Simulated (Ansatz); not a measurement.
# Phonons of YTl (Pm-3m) against volume, part 2 of 2

Does YTl (Pm-3m) expand much on heating, by its phonons?

Ansatz 0.2.0; DFT PBEsol, scalar-relativistic, plane waves, PAW; PAW set soft_1.

So far, highest frequency on path, mesh or solved points (cm⁻¹): step 2 (phonons on a q mesh) 167.

### Step 4. Phonons at the other volume, volume ratio 0.97

The phonons are repeated at this volume on the same meshes, so that differences come from the volume alone.

File input.yaml:

```yaml
crystal:
  lattice:
    - [3.6977302165, 0.0, 0.0]
    - [0.0, 3.6977302165, 0.0]
    - [0.0, 0.0, 3.6977302165]
  atoms:
    - { symbol: "Y", position: [0.5, 0.5, 0.5] }
    - { symbol: Tl, position: [0.0, 0.0, 0.0] }
kpoints:
  mp_grid: { grid: [12, 12, 12] }
hamiltonian:
  xc: pbesol
  pseudopotentials: { kind: paw, azcp: { folder: soft_1 }, xc_functional: pbe }
scf:
  occupations: { method: methfessel_paxton, width: 0.2 }
output:
  eigenvalues: true
phonons:
  method: dfpt
  qmesh: [4, 4, 4]
  temperatures: { t_max: 1000, t_step: 50 }
  qpath:
    path:
      - [[0.0, 0.0, 0.0], [0.0, 0.5, 0.0], [0.5, 0.5, 0.0], [0.0, 0.0, 0.0], [0.5, 0.5, 0.5], [0.0, 0.5, 0.0]]
      - [[0.5, 0.5, 0.5], [0.5, 0.5, 0.0]]
    npoints: 10
```

On the command line:

```sh
$ ansatz run input.yaml --threads 4 --pin off --max-ram 10240MiB --backend cpu --events-out ev --progress --plain --runs-dir out
```

The log of the run:

```text
[...]
Crystal: 2 atoms, lattice volume = 50.560 Å³
Basis set: ecut = 420 eV, 1021 PW (Γ), exchange–correlation on 50×50×50 points (8 copies of the dense FFT grid, shifted against one another)
Bands: 16, of which v1, the nominal top of the filled ones, is band 12 counted from 1 (11 counted from 0)
Symmetry: 48 space group operations
k-points: 84 of 1728
[...]
SCF iter   1: F=—  HF=-15094.114078 eV  |F-HF|=—  |Δ(HF+E_count)|=         —  Δρ=3.89e-2  dr2=1.22e0  ethr=3.10e-3  ⟨swp⟩=5.0  Hψ=5861  notcnv=0
[...]
SCF iter  10: F=-15093.678758 eV  HF=-15093.678758 eV  |F-HF|=0.00e0  |Δ(HF+E_count)|=  1.82e-12  S|Δr|=    0.00e0  Δρ=2.77e-8  dr2=3.29e-13  ethr=1.00e-12  ⟨swp⟩=5.0  Hψ=5358  notcnv=0
[...]
SCF 1 converged in 10 iterations: F = -15093.678758 eV  dr2 = 3.29e-13
[...]
SCF iter   3: F=-15093.678758 eV  HF=-15093.678758 eV  |F-HF|=7.28e-12  |Δ(HF+E_count)|=  1.82e-12  S|Δr|=    0.00e0  Δρ=1.54e-7  dr2=5.97e-12  ethr=1.00e-12  ⟨swp⟩=2.9  Hψ=3230  notcnv=0
SCF 2 converged in 3 iterations: F = -15093.678758 eV  dr2 = 5.97e-12
[...]
NSCF: frozen V_eff on 84 k-points
[...]
SCF converged after 10 iterations
[...]
Free energy (F): -15093.678758 eV
[...]
Internal energy: -15093.676819 eV  (E = F + TS)
E sigma→0 (E₀):  -15093.678273 eV
Entropy (-TS):   -0.001939 eV (-0.969 meV/atom)
Fermi energy:    12.716906 eV
[...]
--- Band table (eV; the first three rows and the last of 84) ---
  k-point 0: bands = [... 8 lower, 1.2209, 3.4776, 12.5818, 12.5818, 15.9506, 15.9506, 15.9506, 16.4343]
  k-point 1: bands = [... 8 lower, 1.2225, 3.5709, 12.4852, 12.5883, 15.3601, 15.3601, 15.5167, 16.4248]
  k-point 2: bands = [... 8 lower, 1.2270, 3.8463, 11.9955, 12.6064, 14.6783, 14.6783, 15.1149, 16.3988]
  k-point 83: bands = [... 8 lower, 1.4795, 8.4515, 10.0669, 10.0669, 10.0669, 17.2291, 17.2291, 17.2291]
[...]
ASR residual: 1.103e-5 → 0.000e0 eV/Å²; symmetrization residual: 2.675e-5 eV/Å²
  ASR residual per site (eV/Å²): 5.62e-6 1.10e-5
  Γ frequencies (cm⁻¹): 0.00 0.00 0.00 108.22 108.22 108.22
--- Phonons (arbitrary-q DFPT): 10 irreducible q on the 4×4×4 mesh ---
[...]
interpolated dispersion: 62 rows × 6 modes
[...]
```

Wall time 4.9 min (4 threads of Arm Neoverse V2, shared host); peak memory 2 GiB.

This step gave:

```yaml
sum_rule_residual_before_enforcement: 1.10e-5 eV/Å²
highest_frequency_on_path_mesh_or_solved_points: 176.5 cm⁻¹
mean_frequency: 96.1 cm⁻¹
debye_temperature_second_moment: 197 K
logarithmic_mean_frequency: 84.8 cm⁻¹
highest_optical_mode_at_the_zone_centre_no_lo_to_term: 108.2 cm⁻¹
lowest_optical_zone_centre_mode: 108.2 cm⁻¹
lowest_mode_on_the_q_mesh_acoustic_modes_at_gamma_apart: 23.2 cm⁻¹
zero_point_energy_per_atom: 17.87 meV
heat_capacity_at_300_k: 24.42 J/(mol atoms K)
vibrational_entropy_at_300_k: 47.66 J/(mol atoms K)
```

Frequencies (cm⁻¹) solved at each irreducible wavevector; negative means imaginary. Frequencies by wavevector, by row:

```
q in reciprocal lattice units  star  mode 1  mode 2  mode 3  mode 4  mode 5  mode 6
                        0 0 0     1       0       0       0   108.2   108.2   108.2
                     0 0 0.25     6    43.4    43.4    58.8   107.7   107.7   137.1
                     0 0 -0.5     3    60.2    60.2    89.7   107.9   107.9   158.8
                  0 0.25 0.25    12    23.2    52.9    76.8   102.5   130.7     149
                  0 0.25 -0.5    12    52.6    58.3    61.5    93.8   148.4   167.6
                  0 -0.5 -0.5     3    40.5    40.5    64.5    83.8   176.5   176.5
               0.25 0.25 0.25     8    47.9    47.9    66.1   138.6   139.1   139.1
               0.25 0.25 -0.5    12    46.7    56.9      67   126.4   144.3   168.1
               0.25 -0.5 -0.5     6    64.7    64.7    74.9   126.5   164.4   164.4
               -0.5 -0.5 -0.5     1    92.3    92.3    92.3   148.6   148.6   148.6
```

The highest optical mode at the zone centre (no LO-TO term) is 108.2 cm⁻¹, +6.7 cm⁻¹ against the base run.

### Step 5. Relaxing at another volume, volume ratio 1.03

The volume is scaled by 1.03 and held; symmetry leaves nothing to relax, so this is a single point. The modes can then be followed against volume.

input.yaml, the sections that differ from step 4:

```yaml
crystal:
  lattice:
    - [3.7724519688, 0.0, 0.0]
    - [0.0, 3.7724519688, 0.0]
    - [0.0, 0.0, 3.7724519688]
  atoms:
    - { symbol: "Y", position: [0.5, 0.5, 0.5] }
    - { symbol: Tl, position: [0.0, 0.0, 0.0] }
output:
  forces: true
  stress: true
  eigenvalues: true
# kpoints, hamiltonian, scf: as in step 4
# phonons: removed
```

The log of the run:

```text
[...]
Crystal: 2 atoms, lattice volume = 53.687 Å³
Basis set: ecut = 420 eV, 1021 PW (Γ), exchange–correlation on 54×54×54 points (8 copies of the dense FFT grid, shifted against one another)
Bands: 16, of which v1, the nominal top of the filled ones, is band 12 counted from 1 (11 counted from 0)
Symmetry: 48 space group operations
[...]
k-points: 84 of 1728
[...]
--- Band table (eV; the first three rows and the last of 84) ---
  k-point 0: bands = [... 8 lower, 0.4390, 2.8911, 11.7191, 11.7191, 14.8880, 14.8880, 14.8880, 15.3019]
  k-point 1: bands = [... 8 lower, 0.4404, 2.9773, 11.6179, 11.7279, 14.3260, 14.3260, 14.4269, 15.2948]
  k-point 2: bands = [... 8 lower, 0.4441, 3.2320, 11.1164, 11.7525, 13.6922, 13.6922, 14.0335, 15.2757]
  k-point 83: bands = [... 8 lower, 0.6638, 7.4997, 9.3778, 9.3778, 9.3778, 16.0003, 16.0003, 16.0003]
[key lines of the parts left out:]
SCF converged after 7 iterations
Free energy (F): -15093.679775 eV
Fermi energy:    11.840106 eV
P = ⅓ Tr σ = -1.7147 GPa (-17.147 kbar)
```

It took 1 s on 4 threads; peak memory 0.38 GiB; 3.4 s of CPU time.

This step gave:

```yaml
pressure: -1.715 GPa
volume_per_atom: 26.84 Å³
```

The run ends at a pressure of -1.71 GPa.

### Step 6. Phonons at the other volume, volume ratio 1.03

The phonons are repeated at this volume on the same meshes, so that differences come from the volume alone.

input.yaml, as its differences from that of step 5:

```diff
@@ -16,4 +16,11 @@
 output:
-  forces: true
-  stress: true
   eigenvalues: true
+phonons:
+  method: dfpt
+  qmesh: [4, 4, 4]
+  temperatures: { t_max: 1000, t_step: 50 }
+  qpath:
+    path:
+      - [[0.0, 0.0, 0.0], [0.0, 0.5, 0.0], [0.5, 0.5, 0.0], [0.0, 0.0, 0.0], [0.5, 0.5, 0.5], [0.0, 0.5, 0.0]]
+      - [[0.5, 0.5, 0.5], [0.5, 0.5, 0.0]]
+    npoints: 10
```

The log of the run:

```text
[...]
Crystal: 2 atoms, lattice volume = 53.687 Å³
Basis set: ecut = 420 eV, 1021 PW (Γ), exchange–correlation on 54×54×54 points (8 copies of the dense FFT grid, shifted against one another)
Bands: 16, of which v1, the nominal top of the filled ones, is band 12 counted from 1 (11 counted from 0)
Symmetry: 48 space group operations
k-points: 84 of 1728
[...]
k-point 83: bands = [... 8 lower, 0.6639, 7.4997, 9.3778, 9.3778, 9.3778, 16.0003, 16.0003, 16.0003]
[...]
ASR residual: 6.462e-6 → 0.000e0 eV/Å²; symmetrization residual: 3.339e-5 eV/Å²
  ASR residual per site (eV/Å²): 6.46e-6 2.52e-6
  Γ frequencies (cm⁻¹): 0.00 0.00 0.00 95.23 95.23 95.23
--- Phonons (arbitrary-q DFPT): 10 irreducible q on the 4×4×4 mesh ---
[...]
interpolated dispersion: 62 rows × 6 modes
[...]
[key lines of the parts left out:]
SCF converged after 10 iterations
Free energy (F): -15093.679775 eV
Fermi energy:    11.840108 eV
```

The job ended after 5 min (4 threads; peak memory 2.1 GiB; 19 min of CPU time).

Numbers from this step:

| Property | Result |
| --- | --- |
| sum-rule residual before enforcement | 6.46e-6 eV/Å² |
| highest frequency on path, mesh or solved points | 157.0 cm⁻¹ |
| mean frequency | 85 cm⁻¹ |
| Debye temperature (second moment) | 174 K |
| logarithmic mean frequency | 75.5 cm⁻¹ |
| highest optical mode at the zone centre (no LO-TO term) | 95.23 cm⁻¹ |
| lowest optical zone-centre mode | 95.23 cm⁻¹ |
| lowest mode on the q mesh (acoustic modes at Γ apart) | 23.36 cm⁻¹ |
| zero-point energy per atom | 15.8 meV |
| heat capacity at 300 K | 24.53 J/(mol atoms K) |
| vibrational entropy at 300 K | 50.48 J/(mol atoms K) |

The highest optical mode at the zone centre (no LO-TO term) is 95.2 cm⁻¹, -6.3 cm⁻¹ against the base run.

### Step 7. Grüneisen parameters

The Grüneisen parameter of a mode is minus the logarithmic change of its frequency with volume, −d ln ω / d ln V; weighted by heat capacity it gives the expansion.

This step gave:

| Quantity | Value |
| --- | --- |
| bulk modulus | 62.4 GPa |

The phonon branches at the labelled points (cm⁻¹):

```
    point  branch 1  branch 2  branch 3  branch 4  branch 5  branch 6
        Γ         0         0         0       102       102       102
  halfway        41        41        56       100       100       129
        X        56        56        85       100       100       149
  halfway        50        56        58        87       139       158
        M        42        42        61        76       167       167
  halfway        23        49        72        95       122       140
        Γ         0         0         0       102       102       102
  halfway        45        45        63       130       130       130
        R        87        87        87       139       139       139
  halfway        46        54        63       117       136       158
        X        56        56        85       100       100       149
jump to R        87        87        87       139       139       139
  halfway        62        62        71       118       155       155
        M        42        42        61        76       167       167
```

The same for volume x 0.97:

```
point  branch 1  branch 2  branch 3  branch 4  branch 5  branch 6
    Γ         0         0         0       108       108       108
    X        60        60        90       108       108       159
    M        40        40        64        84       176       176
    Γ         0         0         0       108       108       108
    R        92        92        92       149       149       149
    X        60        60        90       108       108       159
    R        92        92        92       149       149       149
    M        40        40        64        84       176       176
```

The same for volume x 1.03:

```
point  branch 1  branch 2  branch 3  branch 4  branch 5  branch 6
    Γ         0         0         0        95        95        95
    X        52        52        81        93        93       139
    M        43        43        57        69       157       157
    Γ         0         0         0        95        95        95
    R        82        82        82       129       129       129
    X        52        52        81        93        93       139
    R        82        82        82       129       129       129
    M        43        43        57        69       157       157
```

The first set of phonon branches as a text plot (rows in cm⁻¹):

```
    173 |
    165 |            *****                                    ***
    158 |          ****  **                        ****      *
    151 |      **** *     ***                     *    ***  *
    143 |     *              *           *****  ****       *
    136 |    *             **            *********  *     *
    129 |   *      *          *         *         *  *     **
    121 |         *          * *       *           *  *      *
    114 |  *                  *      ***            *  *
    107 |**      *             *** ****              ** *
     99 |*********            *******                  ***    *
     92 |         **       ***
     85 |      ***  *     *                  *****       **    *
     77 |            *****                  *    **     *  **   *
     70 |     *   *        ****        *    *     **   *    **
     63 |    *     * ******          ** *  *      ***        ****
     55 |   *  ******    ****  *         ***       *******
     48 |    **     *** *    *      *   *           **        **
     40 |   *         ****    * *      *                        *
     33 |  *              *    *
     26 | **               ***  *  * **
     18 | *                   ** *  *
     11 |*                      ** *
      4 |                        **
         Γ      X      M          Γ            R        X|R     M
```

Mode Grueneisen parameter -dln(w)/dln(V), modes matched by rank; at Γ the acoustic branches take the value of a neighbouring point of the path. The mode Grüneisen parameters at the labelled points ():

```
    point  branch 1  branch 2  branch 3  branch 4  branch 5  branch 6
        Γ      2.20      2.20      1.86      2.13      2.13      2.13
  halfway      2.21      2.21      1.82      2.34      2.34      2.03
        X      2.28      2.28      1.68      2.42      2.42      2.17
  halfway      1.52      1.21      2.01      2.67      2.10      1.96
        M     -0.88     -0.88      2.09      3.21      1.95      1.95
  halfway     -0.14      2.26      1.88      2.52      2.18      2.11
        Γ     -1.96      2.21      2.34      2.13      2.13      2.13
  halfway      2.08      2.08      1.67      2.21      2.27      2.20
        R      1.93      1.93      1.93      2.33      2.33      2.33
  halfway      0.77      1.69      2.23      2.68      2.09      2.00
        X      2.28      2.28      1.68      2.42      2.42      2.17
jump to R      1.93      1.93      1.93      2.33      2.33      2.33
  halfway      1.34      1.34      1.88      2.28      2.01      2.01
        M     -0.88     -0.88      2.09      3.21      1.95      1.95
```

The mode Grüneisen parameters as a text plot (rows in , shown from -0.9 to 3.1 only):

```
   3.03 |             *  *                                      *
   2.86 |           **                                         *
   2.69 |                 *                         ***
   2.53 |         **       ***     *               *   **     *
   2.36 |   ******            ***** *    **  ******  ******  *
   2.20 |***********      ***************  ***  **  *  *** **
   2.03 | *****   ************* *      *******    ******  * *****
   1.86 |*****     ****      *         *    *******   * *  ***
   1.70 |     *****        **        ** *         **** * *  *
   1.53 |          *                       *
   1.36 |                 *         *    **           *      *
   1.20 |                                          *
   1.03 |           *              *
   0.87 |                                            *
   0.70 |           *    *                          *
   0.53 |
   0.37 |            *                                        *
   0.20 |            *
   0.03 |
  -0.13 |             *      *                                 *
  -0.30 |             * *  ** *
  -0.46 |
  -0.63 |                 *                                     *
  -0.80 |              ***     *
         Γ      X      M          Γ            R        X|R     M
```

(dS/dlnV)/C_V. The thermodynamic Grueneisen parameter by temperature:

```
temperature (K)  thermodynamic Grueneisen parameter
             50                                1.81
            100                                1.89
            150                                1.91
            200                                1.91
            250                                1.92
            300                                1.92
            350                                1.92
            400                                1.92
            450                                1.92
            500                                1.92
            550                                1.92
            600                                1.92
            650                                1.92
            700                                1.92
            750                                1.92
            800                                1.92
            850                                1.92
            900                                1.92
            950                                1.92
           1000                                1.92
```

Gamma C_V/(B V) at the static volume. Volume expansion against temperature:

```
temperature (K)  volume expansion (1e-6/K)
             50                       27.5
            100                       41.1
            150                       45.1
            200                       46.7
            250                       47.5
            300                       47.9
            350                       48.2
            400                       48.3
            450                       48.5
            500                       48.5
            550                       48.6
            600                       48.6
            650                       48.7
            700                       48.7
            750                       48.7
            800                       48.7
            850                       48.7
            900                       48.8
            950                       48.8
           1000                       48.8
```

### Step 8. Results

- bulk modulus: 62.4 GPa
- thermodynamic Grüneisen parameter at 300 K: 1.917
- volume expansion at 300 K, estimated: 47.91 × 10⁻⁶ K⁻¹

What this shows: By this estimate the volume grows by 47.9 × 10⁻⁶ per kelvin at 300 K. The highest optical mode at Γ goes from 108 to 95 cm⁻¹ as the cell grows, a Grüneisen parameter of 2.13. Mode parameters on the path run from -2.0 to 3.2, with a median of 2.1. Modes with negative values stiffen as the cell grows and pull against the expansion. Branches are matched by rank, so values near crossings are rough. The expansion is the Grüneisen estimate at the static volume, with the static bulk modulus. With no gap, or one that is small against the smearing, the frequencies hang on the k mesh and the smearing, most of all near Kohn anomalies. Spin-orbit coupling is left out, which can matter for the heavy elements here. The PAW files were made for PBE and serve the other functionals too.

[Long decimals in the printed logs are rounded to 6 places.]

[Logs are printed without paths, hosts, clocks, repeated set-up lines and the standing remarks that a program may print on its own settings, such as how far it seeks lower states.]

[Hosts, paths, dates, database ids (printed as entryN), source tags and the programs' standing remarks are cut or masked in the printed files.]

[Where the starting crystal was built by hand or by swapping elements, it need not be the compound's stable phase.]
